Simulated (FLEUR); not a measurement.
# GdSe: parallel and opposed starts, part 3 of 3

Does GdSe prefer parallel or opposed moments?

FLEUR MaX-R8.1; PBEsol with U = 6.7 eV, J = 0.7 eV on Gd f; all-electron FLAPW, Dirac cores, scalar-relativistic bands.

So far, largest spin moment in the muffin-tin sphere (μB): step 2 (order 1, typed as ferro +) 7.07; step 3 (start 2: antiferro q=(0,0,1/2) +-) 7.21; step 4 (order 3, typed as antiferro q=(0,1/2,1/2) +-) 7.13.

## (6) Spin–orbit coupling, moments along [001]

Level of this step: PBEsol with U = 6.7 eV, J = 0.7 eV on Gd f; all-electron FLAPW, Dirac cores, scalar-relativistic bands with spin-orbit coupling (FLEUR).

Spin–orbit coupling ties the spins to the lattice and lets orbital moments form.

A new self-consistent run of the start antiferro q=(0,0,1/2) +-, with the moments along z. Here n_mmp_mat seeds f states of whole m by Hund's three rules. The k list default-1 (kpts.xml, not shown) is a Γ-centred 6×6×3 mesh.

File inp.xml:

```
<?xml version="1.0" encoding="UTF-8" standalone="no"?>
<fleurInput fleurInputVersion="0.39">
   <comment>
      GdSe
   </comment>
   <calculationSetup>
      <cutoffs Kmax="3.6" Gmax="10.8" GmaxXC="10.8" numbands="148"/>
      <scfLoop itmax="130" minDistance="0.0001" maxIterBroyd="15" imix="Anderson" alpha="0.05" precondParam="0.0" spinf="2.0" sdNocoIR="T"/>
      <coreElectrons ctail="T" frcor="F" kcrel="0" coretail_lmax="0"/>
      <xcFunctional name="PBEs" relativisticCorrections="F"/>
      <magnetism jspins="2"/>
      <soc l_soc="T" theta="0.0" phi="0.0" spav="F"/>
      <expertModes spex="0" secvar="F"/>
      <geometryOptimization l_f="F" forcealpha="1.0" forcemix="BFGS" epsdisp="0.00001" epsforce="0.00001"/>
      <ldaU l_linMix="F" mixParam="0.05" spinf="1.0"/>
   </calculationSetup>
   <cell>
      <bzIntegration valenceElectrons="68.0" mode="hist" fermiSmearingEnergy="0.00183747">
         <kPointListSelection listName="default-1"/>
         <xi:include xmlns:xi="http://www.w3.org/2001/XInclude" href="kpts.xml"> </xi:include>
      </bzIntegration>
      <xi:include xmlns:xi="http://www.w3.org/2001/XInclude" href="sym.xml"> </xi:include>
      <bulkLattice scale="1.0">
         <bravaisMatrix>
            <row-1>    0.0000000000000000     5.4528047325332993     5.4528047325332993</row-1>
            <row-2>    5.4528047325332993     0.0000000000000000     5.4528047325332993</row-2>
            <row-3>   10.9056094650665987    10.9056094650665987     0.0000000000000000</row-3>
         </bravaisMatrix>
      </bulkLattice>
   </cell>
   <atomSpecies>
      <species name="Gadolinium7.000" element="Gd" atomicNumber="64">
         <mtSphere radius="2.66" gridPoints="879" logIncrement="0.015"/>
         <atomicCutoffs lmax="10" lnonsphr="8"/>
         <electronConfig flipSpins="F">
            <coreConfig>(1s1/2) (2s1/2) (2p1/2) (2p3/2) (3s1/2) (3p1/2) (3p3/2) (4s1/2) (3d3/2) (3d5/2) (4p1/2) (4p3/2) (4d3/2) (4d5/2)</coreConfig>
            <valenceConfig>(5s1/2) (5p1/2) (5p3/2) (6s1/2) (4f5/2) (4f7/2) (5d3/2) (5d5/2)</valenceConfig>
            <stateOccupation state="(4f5/2)" spinUp="2.5" spinDown="0.5"/>
            <stateOccupation state="(4f7/2)" spinUp="4.0" spinDown="0.0"/>
            <stateOccupation state="(5d3/2)" spinUp="0.4" spinDown="0.0"/>
            <stateOccupation state="(5d5/2)" spinUp="0.6" spinDown="0.0"/>
         </electronConfig>
         <energyParameters s="6" p="6" d="5" f="4"/>
         <ldaU l="3" U="6.7" J="0.7" l_amf="F"/>
         <lo type="SCLO" l="0" n="5" eDeriv="0"/>
         <lo type="SCLO" l="1" n="5" eDeriv="0"/>
      </species>
      <species name="Gadolinium-7.000" element="Gd" atomicNumber="64">
         <mtSphere radius="2.66" gridPoints="879" logIncrement="0.015"/>
         <atomicCutoffs lmax="10" lnonsphr="8"/>
         <electronConfig flipSpins="F">
            <coreConfig>(1s1/2) (2s1/2) (2p1/2) (2p3/2) (3s1/2) (3p1/2) (3p3/2) (4s1/2) (3d3/2) (3d5/2) (4p1/2) (4p3/2) (4d3/2) (4d5/2)</coreConfig>
            <valenceConfig>(5s1/2) (5p1/2) (5p3/2) (6s1/2) (4f5/2) (4f7/2) (5d3/2) (5d5/2)</valenceConfig>
            <stateOccupation state="(4f5/2)" spinUp="0.5" spinDown="2.5"/>
            <stateOccupation state="(4f7/2)" spinUp="0.0" spinDown="4.0"/>
            <stateOccupation state="(5d3/2)" spinUp="0.0" spinDown="0.4"/>
            <stateOccupation state="(5d5/2)" spinUp="0.0" spinDown="0.6"/>
         </electronConfig>
         <energyParameters s="6" p="6" d="5" f="4"/>
         <ldaU l="3" U="6.7" J="0.7" l_amf="F"/>
         <lo type="SCLO" l="0" n="5" eDeriv="0"/>
         <lo type="SCLO" l="1" n="5" eDeriv="0"/>
      </species>
      <species name="Selenium (Se)" element="Se" atomicNumber="34">
         <mtSphere radius="2.66" gridPoints="879" logIncrement="0.014"/>
         <atomicCutoffs lmax="10" lnonsphr="8"/>
         <electronConfig flipSpins="F">
            <coreConfig>(1s1/2) (2s1/2) (2p1/2) (2p3/2) (3s1/2) (3p1/2) (3p3/2)</coreConfig>
            <valenceConfig>(4s1/2) (3d3/2) (3d5/2) (4p1/2) (4p3/2)</valenceConfig>
            <stateOccupation state="(4p1/2)" spinUp="0.666667" spinDown="0.666667"/>
            <stateOccupation state="(4p3/2)" spinUp="1.333333" spinDown="1.333333"/>
         </electronConfig>
         <energyParameters s="4" p="4" d="3" f="4"/>
      </species>
   </atomSpecies>
   <atomGroups>
      <atomGroup species="Gadolinium7.000">
         <relPos label="                   1">.0000000000 .0000000000 .0000000000</relPos>
         <force calculate="T" relaxXYZ="TTT"/>
      </atomGroup>
      <atomGroup species="Gadolinium-7.000">
         <relPos label="                   2">.0000000000 .0000000000 1.000/2.000</relPos>
         <force calculate="T" relaxXYZ="TTT"/>
      </atomGroup>
      <atomGroup species="Selenium (Se)">
         <relPos label="                   3">1.000/2.000 1.000/2.000 1.000/4.000</relPos>
         <relPos label="                   4">1.000/2.000 1.000/2.000 -1.000/4.000</relPos>
         <force calculate="T" relaxXYZ="TTT"/>
      </atomGroup>
   </atomGroups>
   <output dos="F" band="F" slice="F">
      <bandDOS minEnergy="-.5*Htr" maxEnergy="0.5*Htr" sigma="0.015" storeEVData="T"/>
      <plotting iplot="0" polar="F">
         <plot TwoD="T" vec1="  1.0  0.0  0.0" vec2="  0.0  1.0  0.0" vec3="  0.0  0.0  1.0" zero="  0.0  0.0  0.0" file="plot"/>
      </plotting>
      <moessbauerParams electricFieldGradient="F" isomerShift="F" coreHyperfine="F" valenceHyperfine="F"/>
   </output>
</fleurInput>
```

File crystal.txt:

```
GdSe
&input film=F cartesian=F /
0.00000000000  2.88550000000  2.88550000000
2.88550000000  0.00000000000  2.88550000000
5.77100000000  5.77100000000  0.00000000000
1.8897261246
1.0 1.0 1.0

4
64 0.00000000000  0.00000000000  0.00000000000 : 7.000
64 0.00000000000  0.00000000000  0.50000000000 : -7.000
34 0.50000000000  0.50000000000  0.25000000000
34 0.50000000000  0.50000000000  0.75000000000

&soc 0.0000000 0.0000000 /
&kpt div1=6 div2=6 div3=3 gamma=T /
```

The run is started by

```
> OMP_NUM_THREADS=1 inpgen -f crystal.txt > inpgen.log  # inp.xml is then edited as shown
> OMP_NUM_THREADS=1 mpirun -n 4 fleur_MPI > fleur.log
```

Output:

```text
[banner, memory and clock lines left out]
Welcome to FLEUR        (www.flapw.de)
      MaX-Release 8.1          (www.max-centre.eu)

 ========== k-point set info ==========
 Selected k-point list: default-1
 k-point list type: mesh
 6 x 6 x 3
 Number of k points: 56

 [... set-up left out ...]
 Iteration:     1   Distance:      22.06893573 me/bohr^3
 Iteration:     2   Distance:      21.02713299 me/bohr^3
 Iteration:     3   Distance:       2.77046684 me/bohr^3
 Iteration:     4   Distance:       0.92611216 me/bohr^3
 Iteration:     5   Distance:       0.87722203 me/bohr^3
 Iteration:     6   Distance:       0.20938479 me/bohr^3
 Iteration:     7   Distance:       0.12687880 me/bohr^3
 Iteration:     8   Distance:       0.09069585 me/bohr^3
 Iteration:     9   Distance:       0.01842884 me/bohr^3
 Iteration:    10   Distance:       0.01707529 me/bohr^3
 Iteration:    11   Distance:       0.00510685 me/bohr^3
 Iteration:    12   Distance:       0.00161979 me/bohr^3
 Iteration:    13   Distance:       0.00139594 me/bohr^3
 Iteration:    14   Distance:       0.00102764 me/bohr^3
 Iteration:    15   Distance:       0.00013525 me/bohr^3
 Iteration:    16   Distance:       0.00012721 me/bohr^3
 Iteration:    17   Distance:       0.00004738 me/bohr^3

 ********************************************************************
 Run finished successfully
 Stop message:
   all done
 ********************************************************************

--- out.xml (last complete iteration) ---
<iteration numberForCurrentRun="   17" overallNumber="   17">
         [... left out ...]
         <bandgap value="0.0136113181" units="eV"/>
         <sumValenceSingleParticleEnergies value="-35.7014778323" units="Htr"/>
         <FermiEnergy value="0.3991954189" units="Htr"/>
         [... left out ...]
         <magneticMomentsInMTSpheres units="muBohr">
            <globalMagMoment atomType="1" vec="0.00000   0.00000   7.19877"/>
            <globalMagMoment atomType="2" vec="0.00000   0.00000  -7.19877"/>
            <globalMagMoment atomType="3" vec="0.00000   0.00000   0.00000"/>
         </magneticMomentsInMTSpheres>
         <orbitalMomentsInMTSpheres units="muBohr">
            <globalMagMoment atomType="1" vec="-0.00218  -0.00218  -0.01701"/>
            <globalMagMoment atomType="2" vec="0.00218   0.00218   0.01701"/>
            <globalMagMoment atomType="3" vec="0.00000   0.00000   0.00000"/>
         </orbitalMomentsInMTSpheres>
         [... left out ...]
         <totalEnergy value="   -27410.8298611749" units="Htr">
            <sumOfEigenvalues value="   -16681.9101994027">
               <coreElectrons value="-16646.2087215704"/>
               <valenceElectrons value="-35.7014778323"/>
            </sumOfEigenvalues>
         [... left out ...]
            <freeEnergy value="-27410.8301071547"/>
            <extrapolationTo0K value="-27410.8299841648"/>
         </totalEnergy>
         [... left out ...]
         <ldaUDensityMatrixConvergence>
            <distance spin="1" distance="0.000001"/>
            <distance spin="2" distance="0.000001"/>
         </ldaUDensityMatrixConvergence>
         <densityConvergence units="me/bohr^3">
            <chargeDensity spin="1" distance="0.0000293834"/>
            <chargeDensity spin="2" distance="0.0000296896"/>
            <overallChargeDensity distance="0.0000473806"/>
            <spinDensity distance="0.0000352817"/>
         </densityConvergence>
      </iteration>
```

Run time: 4.7 min. Hardware: 4 MPI ranks of Intel Xeon Platinum 8375C at 2.90GHz (Ice Lake), shared host; peak memory 0.96 GiB.

Spin moment in the muffin-tin sphere by atom:

```csv
atom,spin moment in the muffin-tin sphere (μB)
Gd1,7.20
Gd2,-7.20
Se3,0.00
Se4,0.00
```

This step gave:

| Quantity | Value |
| --- | --- |
| free energy | -745886.6854 eV |
| program's band gap on this mesh (in a metal only a level spacing) | 0.01361 eV |
| magnetization | 0 μB |
| final state | antiferromagnetic |
| orbital moment along the spin | -0.01701 μB |

Orbital moment in the sphere, along the spin axis by atom:

```csv
atom,"orbital moment in the sphere, along the spin axis (μB)"
Gd1,-0.0170
Gd2,0.0170
Se3,0.0000
Se4,0.0000
```

## (7) Outcome

```json
{"lowest state found": "antiferromagnetic (typed antiferro q=(0,0,1/2) +-)", "largest site spin moment": "7.21 μB", "next finished state": "antiferromagnetic, 27.9 meV a seeded atom higher", "orbital moment on the atom of largest spin, along its spin (spin–orbit run)": "-0.0170 μB", "spin plus orbital moment": "Gd 7.18 μB"}
```

In words: The lowest state found is antiferromagnetic, reached from the start antiferro q=(0,0,1/2) +-, with moments up to 7.21 μB. The next finished state costs 28 meV a seeded atom. The shell is near half filling, where Hund's rules give no orbital moment. Only 3 starts were tried; other patterns of signs, canted and longer-period orders were not. The f shell is half filled, so the spin-only picture is fair.

[Logs and program files are shortened in this print: banners, set-up blocks, solver, clock and traceback lines can be left out without a mark of their own.]

[Logs are printed without paths, hosts, clocks, repeated set-up lines and the standing remarks that a program may print on its own settings, such as how far it seeks lower states.]

[Hosts, paths, dates, database ids (printed as entryN), source tags and the programs' standing remarks are cut or masked in the printed files.]

[Where a cell is said to come from a database of computed structures, the database is the Materials Project.]
